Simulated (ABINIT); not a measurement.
**BaZrSe3 (P1): G0W0 in ABINIT against the exchange cutoff**

Wanted: the cheapest exchange cutoff that holds the gap of BaZrSe3 (P1).

Method: PBEsol and many-body steps on it, plane waves, in ABINIT 10.8.3.

**1. Starting point**

It takes space group P1 (No. 1, triclinic). Conventional cell: a = 5.287 Å, b = 5.296 Å, c = 5.309 Å, α = 89.89°, β = 89.91°, γ = 89.96°. Nearest to Ba lie 12 Se at 3.63 to 3.88 Å. Nearest to Zr lie 6 Se at 2.57 to 2.75 Å. Nearest to Se lie 2 Zr at 2.61 to 2.70 Å and 4 Ba at 3.69 to 3.80 Å. Nearest to Se lie 2 Zr at 2.62 to 2.69 Å and 4 Ba at 3.63 to 3.88 Å. Nearest to Se lie 2 Zr at 2.57 to 2.75 Å and 4 Ba at 3.71 to 3.77 Å. Farther neighbours and most contacts between anions are not listed.

The cell and positions are those that the Materials Project relaxed with its own functionals (PBE, PBE+U or r2SCAN), kept fixed. Spin-orbit coupling is left out unless a step names it.

**2. Screening, 2×2×2 mesh, 96 bands, screening to 106.1 eV**

This step: ABINIT 10.8.3; RPA screening on PBEsol, plane waves, norm-conserving pseudopotentials.

The RPA dielectric matrix is built and inverted for each q.

The input, run.abi:

```
acell 3*1.0 Angstrom
rprim 
  5.287383000000 -0.000000000000 -0.000000000000
  0.003576000000 5.296392000000 -0.000000000000
  0.007950000000 0.010054000000 5.309462000000
ntypat 3
znucl 56 40 34
natom 5
typat 1 2 3 3 3
xred 
  0.998643000000 0.998478000000 0.998673000000
  0.476578000000 0.490069000000 0.476727000000
  0.488317000000 0.998506000000 0.502693000000
  0.983845000000 0.511636000000 0.518540000000
  0.492614000000 0.501310000000 0.993370000000
pp_dirpath "pseudos"
pseudos "Ba.upf, Zr.upf, Se.upf"
ecut 39
ngkpt 2 2 2
nshiftk 1
shiftk 0 0 0
kptopt 1
chksymbreak 0
istwfk *1
occopt 1
irdwfk 1
optdriver 3
nband 96
ecuteps 3.9
inclvkb 2
awtr 1
symchi 1
indata_prefix "in"
outdata_prefix "out"
tmpdata_prefix "tmp"
```

Run with:

```console
OMP_NUM_THREADS=1 mpirun -n 8 abinit run.abi > log
```

Log:

```text
.Version 10.8.3 of ABINIT. v10.8.2 released Aug 2026.

 Symmetries : space group P1 (#  1); Bravais aP (primitive triclinic)
[... echo of the input left out ...]
== DATASET  1 ==================================================================
-   mpi_nproc: 8, omp_nthreads: 1 (-1 if OMP is not activated)

--- !DatasetInfo
iteration_state: {dtset: 1, }
dimensions: {natom: 5, nkpt: 8, mband: 96, nsppol: 1, nspinor: 1, nspden: 1, mpw: 11685, }
cutoff_energies: {ecut:  39.0, pawecutdg:  -1.0, }
electrons: {nelect:   7.00000000E+01, charge:   0.00000000E+00, occopt:   1.00000000E+00, tsmear:   1.00000000E-02, }

 SCREENING: Calculation of the susceptibility and dielectric matrices

 Based on a program developped by R.W. Godby, V. Olevano, G. Onida, and L. Reining.
 Incorporated in ABINIT by V. Olevano, G.-M. Rignanese, and M. Torrent.
.Using double precision arithmetic ; gwpc =  8

[... cell and pseudopotentials left out ...]
--------------------------------------------------------------------------------

 ==== K-mesh for the wavefunctions ====
 Number of points in the irreducible wedge :     8
[... list of points left out ...]
 Together with  1 symmetry operations and time-reversal symmetry
 yields     8 points in the full Brillouin Zone.

 ==== Q-mesh for the screening function ====
 Number of points in the irreducible wedge :     8
[... list of points left out ...]
 Together with  1 symmetry operations and time-reversal symmetry
 yields     8 points in the full Brillouin Zone.

 setmesh: FFT mesh size selected  =    40x   40x   40
          total number of points  =        64000

 vcoul_init : cutoff-mode = AUXILIARY_FUNCTION
 q-points for optical limit:   1
     1)      0.000010    0.000020    0.000030

- screening: taking advantage of time-reversal symmetry
- Maximum band index for partially occupied states nbvw = 35
- Remaining bands to be divided among processors   nbcw = 61
- Number of bands treated by each node ~7

 Number of electrons calculated from density =   70.0000; Expected =   70.0000
 average of density, n =  0.069764
 r_s =    1.5069
 omega_plasma =   25.4783 [eV]

 calculating chi0 at frequencies [eV] :
  1    0.000000E+00    0.000000E+00
  2    0.000000E+00    2.547831E+01

--------------------------------------------------------------------------------
  q-point number  1        q = ( 0.000000, 0.000000, 0.000000) [r.l.u.]
--------------------------------------------------------------------------------
[... chi0 elements left out ...]
 For q-point:  0.000010 0.000020 0.000030
  dielectric constant =  24.3351
  dielectric constant without local fields =  31.0822

  Average fulfillment of the sum rule on Im[epsilon] for q-point    1 :     38.66  [%]
[... wings left out ...]
  q-point number  2        q = ( 0.500000, 0.000000, 0.000000) [r.l.u.]
--------------------------------------------------------------------------------
[... chi0 elements left out ...]
  Average fulfillment of the sum rule on Im[epsilon] for q-point    2 :     45.61  [%]

 [... 6 further q-points ...]
```

The job ended after 38 s (8 MPI ranks of Arm Neoverse V2, shared host; peak memory 4 GiB).

This step gave:

```
ε∞ with local fields, on this mesh, along the program's q direction : 24.34
the same without local fields                                       : 31.08
plasma frequency                                                    : 25.48 eV
plane waves in the screening matrix                                 : 365
```

Local fields lower ε∞ by 22 %. On a Γ-centred mesh this coarse the value itself is usually too large, while a short band sum pulls it down.

**3. 3.9 Ha**

This step: G0W0 on PBEsol, plane waves, norm-conserving pseudopotentials.

run.abi, as its differences from that of step 2:

```diff
@@ -26,8 +26,17 @@
 irdwfk 1
-optdriver 3
+optdriver 4
 nband 96
+gwcalctyp 0
+ecutsigx 3.9
+symsigma 1
+nkptgw 2
+kptgw 
+  0.5000000000 0.5000000000 0.5000000000
+  0.0000000000 0.0000000000 0.0000000000
+bdgw 
+  34 37
+  34 37
 ecuteps 3.9
-inclvkb 2
-awtr 1
-symchi 1
+irdscr 1
+ppmodel 1
 indata_prefix "in"
```

Log:

```text
.Version 10.8.3 of ABINIT. v10.8.2 released Aug 2026.

 Symmetries : space group P1 (#  1); Bravais aP (primitive triclinic)
[... echo of the input left out ...]
== DATASET  1 ==================================================================
-   mpi_nproc: 8, omp_nthreads: 1 (-1 if OMP is not activated)

--- !DatasetInfo
iteration_state: {dtset: 1, }
dimensions: {natom: 5, nkpt: 8, mband: 96, nsppol: 1, nspinor: 1, nspden: 1, mpw: 11685, }
cutoff_energies: {ecut:  39.0, pawecutdg:  -1.0, }
electrons: {nelect:   7.00000000E+01, charge:   0.00000000E+00, occopt:   1.00000000E+00, tsmear:   1.00000000E-02, }

 SIGMA: Calculation of the GW corrections

 Based on a program developped by R.W. Godby, V. Olevano, G. Onida, and L. Reining.
 Incorporated in ABINIT by V. Olevano, G.-M. Rignanese, and M. Torrent.
.Using double precision arithmetic ; gwpc =  8

[... cell and pseudopotentials left out ...]
--------------------------------------------------------------------------------

 ==== K-mesh for the wavefunctions ====
 Number of points in the irreducible wedge :     8
[... list of points left out ...]
 Together with  1 symmetry operations and time-reversal symmetry
 yields     8 points in the full Brillouin Zone.

 ==== Q-mesh for screening function ====
 Number of points in the irreducible wedge :     8
[... list of points left out ...]
 Together with  1 symmetry operations and time-reversal symmetry
 yields     8 points in the full Brillouin Zone.

 vcoul_init : cutoff-mode = AUXILIARY_FUNCTION
 q-points for optical limit:   1
     1)      0.000010    0.000020    0.000030
 setmesh: FFT mesh size selected  =    40x   40x   40
          total number of points  =        64000

 Number of electrons calculated from density =   70.0000; Expected =   70.0000
 average of density, n =  0.069764
 r_s =    1.5069
 omega_plasma =   25.4783 [eV]

 === KS Band Gaps ===
  >>>> For spin  1
   Minimum direct gap =   0.6981 [eV], located at k-point      :   0.0000  0.0000  0.0000
   Fundamental gap    =   0.1572 [eV], Top of valence bands at :   0.5000  0.5000  0.5000
                                       Bottom of conduction at :   0.0000  0.0000  0.0000
 SIGMA fundamental parameters:
 PLASMON POLE MODEL  1
 number of plane-waves for SigmaX                  365
 number of plane-waves for SigmaC and W            365
 number of plane-waves for wavefunctions         11685
 number of bands                                    96
 number of independent spin polarizations            1
 number of spinorial components                      1
 number of k-points in IBZ                           8
 number of q-points in IBZ                           8
 number of symmetry operations                       1
 number of k-points in BZ                            8
 number of q-points in BZ                            8
 number of frequencies for dSigma/dE                 9
 frequency step for dSigma/dE [eV]                0.25
 number of omega for Sigma on real axis              0
 max omega for Sigma on real axis  [eV]           0.00
 zcut for avoiding poles [eV]                     0.10

 EPSILON^-1 parameters (SCR file):
 dimension of the eps^-1 matrix on file            365
 dimension of the eps^-1 matrix used               365
 number of plane-waves for wavefunctions         11685
 number of bands                                    96
 number of q-points in IBZ                           8
 number of frequencies                               2
 number of real frequencies                          1
 number of imag frequencies                          1

 matrix elements of self-energy operator (all in [eV])

 Perturbative Calculation

--- !SelfEnergy_ee
iteration_state: {dtset: 1, }
kpoint     : [   0.500,    0.500,    0.500, ]
spin       : 1
KS_gap     :    2.344
QP_gap     :    3.787
Delta_QP_KS:    1.443
data: !SigmaeeData |
     Band     E0 <VxcDFT>   SigX SigC(E0)      Z dSigC/dE  Sig(E)    E-E0       E
       34   4.975 -13.664 -15.948   2.742   0.785  -0.274 -13.304   0.360   5.335
       35   5.008 -13.676 -15.973   2.764   0.785  -0.274 -13.310   0.367   5.375
       36   7.352 -12.842  -6.478  -4.041   0.779  -0.284 -11.032   1.810   9.162
       37   7.542 -13.631  -6.801  -4.236   0.771  -0.296 -11.630   2.001   9.544

--- !SelfEnergy_ee
iteration_state: {dtset: 1, }
kpoint     : [   0.000,    0.000,    0.000, ]
spin       : 1
KS_gap     :    0.698
QP_gap     :    1.962
Delta_QP_KS:    1.264
data: !SigmaeeData |
     Band     E0 <VxcDFT>   SigX SigC(E0)      Z dSigC/dE  Sig(E)    E-E0       E
       34   4.399 -13.893 -15.938   2.677   0.787  -0.271 -13.395   0.498   4.897
       35   4.467 -14.053 -16.313   2.822   0.788  -0.269 -13.610   0.443   4.911
       36   5.166 -12.570  -7.000  -3.403   0.788  -0.269 -10.862   1.707   6.873
       37   5.296 -12.656  -7.425  -3.179   0.789  -0.267 -11.037   1.620   6.915

== END DATASET(S) ==============================================================
================================================================================

 -outvars: echo values of variables after computation  --------
           etotal      0.0000000000E+00
            nband          96
             nkpt           8
          spgroup           1
 [... the other variables as echoed above ...]

 Calculation completed.
```

The job ended after 8.2 s (8 MPI ranks; peak memory 2.2 GiB).

This step gave:

```yaml
g0w0_gap_on_the_points_computed: 1.498 eV
starting_gap_on_the_mesh: 0.1573 eV
k_of_the_valence_top: 0.5, 0.5, 0.5
k_of_the_conduction_bottom: 0, 0, 0
z_at_the_valence_top: 0.785
z_at_the_conduction_bottom: 0.788
least_direct_g0w0_gap_on_the_computed_points: 1.962 eV
```

**4. 7.8 Ha**

run.abi, as its differences from that of step 3:

```diff
@@ -29,3 +29,3 @@
 gwcalctyp 0
-ecutsigx 3.9
+ecutsigx 7.8
 symsigma 1
```

Log:

```text
.Version 10.8.3 of ABINIT. v10.8.2 released Aug 2026.

 Symmetries : space group P1 (#  1); Bravais aP (primitive triclinic)
[... echo of the input left out ...]
== DATASET  1 ==================================================================
-   mpi_nproc: 8, omp_nthreads: 1 (-1 if OMP is not activated)

--- !DatasetInfo
iteration_state: {dtset: 1, }
dimensions: {natom: 5, nkpt: 8, mband: 96, nsppol: 1, nspinor: 1, nspden: 1, mpw: 11685, }
cutoff_energies: {ecut:  39.0, pawecutdg:  -1.0, }
electrons: {nelect:   7.00000000E+01, charge:   0.00000000E+00, occopt:   1.00000000E+00, tsmear:   1.00000000E-02, }

 SIGMA: Calculation of the GW corrections

 Based on a program developped by R.W. Godby, V. Olevano, G. Onida, and L. Reining.
 Incorporated in ABINIT by V. Olevano, G.-M. Rignanese, and M. Torrent.
.Using double precision arithmetic ; gwpc =  8

[... cell and pseudopotentials left out ...]
--------------------------------------------------------------------------------

 ==== K-mesh for the wavefunctions ====
 Number of points in the irreducible wedge :     8
[... list of points left out ...]
 Together with  1 symmetry operations and time-reversal symmetry
 yields     8 points in the full Brillouin Zone.

 ==== Q-mesh for screening function ====
 Number of points in the irreducible wedge :     8
[... list of points left out ...]
 Together with  1 symmetry operations and time-reversal symmetry
 yields     8 points in the full Brillouin Zone.

 vcoul_init : cutoff-mode = AUXILIARY_FUNCTION
 q-points for optical limit:   1
     1)      0.000010    0.000020    0.000030
 setmesh: FFT mesh size selected  =    45x   45x   45
          total number of points  =        91125

 Number of electrons calculated from density =   70.0000; Expected =   70.0000
[...]
number of omega for Sigma on real axis              0
 max omega for Sigma on real axis  [eV]           0.00
 zcut for avoiding poles [eV]                     0.10

 EPSILON^-1 parameters (SCR file):
 dimension of the eps^-1 matrix on file            365
 dimension of the eps^-1 matrix used               365
 number of plane-waves for wavefunctions         11685
 number of bands                                    96
 number of q-points in IBZ                           8
 number of frequencies                               2
 number of real frequencies                          1
 number of imag frequencies                          1

 matrix elements of self-energy operator (all in [eV])

 Perturbative Calculation

--- !SelfEnergy_ee
iteration_state: {dtset: 1, }
kpoint     : [   0.500,    0.500,    0.500, ]
spin       : 1
KS_gap     :    2.344
QP_gap     :    3.717
Delta_QP_KS:    1.374
data: !SigmaeeData |
     Band     E0 <VxcDFT>   SigX SigC(E0)      Z dSigC/dE  Sig(E)    E-E0       E
       34   4.975 -13.664 -16.530   2.742   0.785  -0.274 -13.761  -0.097   4.878
       35   5.008 -13.676 -16.554   2.764   0.785  -0.274 -13.766  -0.089   4.919
       36   7.352 -12.842  -7.153  -4.041   0.779  -0.284 -11.558   1.284   8.636
[...]
--- !SelfEnergy_ee
iteration_state: {dtset: 1, }
kpoint     : [   0.000,    0.000,    0.000, ]
spin       : 1
KS_gap     :    0.698
QP_gap     :    1.994
Delta_QP_KS:    1.296
data: !SigmaeeData |
     Band     E0 <VxcDFT>   SigX SigC(E0)      Z dSigC/dE  Sig(E)    E-E0       E
[...]
36   5.166 -12.570  -7.574  -3.403   0.788  -0.269 -11.315   1.255   6.421
       37   5.296 -12.656  -7.998  -3.179   0.789  -0.267 -11.489   1.167   6.463

== END DATASET(S) ==============================================================
================================================================================

 -outvars: echo values of variables after computation  --------
           etotal      0.0000000000E+00
            nband          96
             nkpt           8
          spgroup           1
 [... the other variables as echoed above ...]

 Calculation completed.
```

The job ended after 8.4 s (8 MPI ranks; peak memory 2.1 GiB; 66 s of CPU time).

Numbers from this step:

```yaml
g0w0_gap_on_the_points_computed: 1.502 eV
starting_gap_on_the_mesh: 0.1573 eV
k_of_the_valence_top: 0.5, 0.5, 0.5
k_of_the_conduction_bottom: 0, 0, 0
z_at_the_valence_top: 0.785
z_at_the_conduction_bottom: 0.788
least_direct_g0w0_gap_on_the_computed_points: 1.994 eV
```

(Part 1 of 2 ends here.)

[Paths, hosts, dates, memory and timing lines, banners, echoed tables and standing remarks are left out of the program output.]

[Logs are printed without paths, hosts, clocks, repeated set-up lines and the standing remarks that a program may print on its own settings, such as how far it seeks lower states.]

[Runs of the session that timed out or met a known fault of the program may be left out.]

[No measured gap is set beside runs whose start may be inverted or whose files or cutoffs have a known fault.]

[Hosts, paths, dates, database ids (printed as entryN), source tags and the programs' standing remarks are cut or masked in the printed files.]

[G0W0 gaps are taken among the corrected bands and points alone; a level outside them can change the order at an edge.]

[Where Ansatz stands beside ABINIT at settings called matched, ABINIT's density can come from a denser mesh and the files from another edition; pairs whose starting gaps differed by over 0.03 eV were left out, so agreement reads better than it is.]
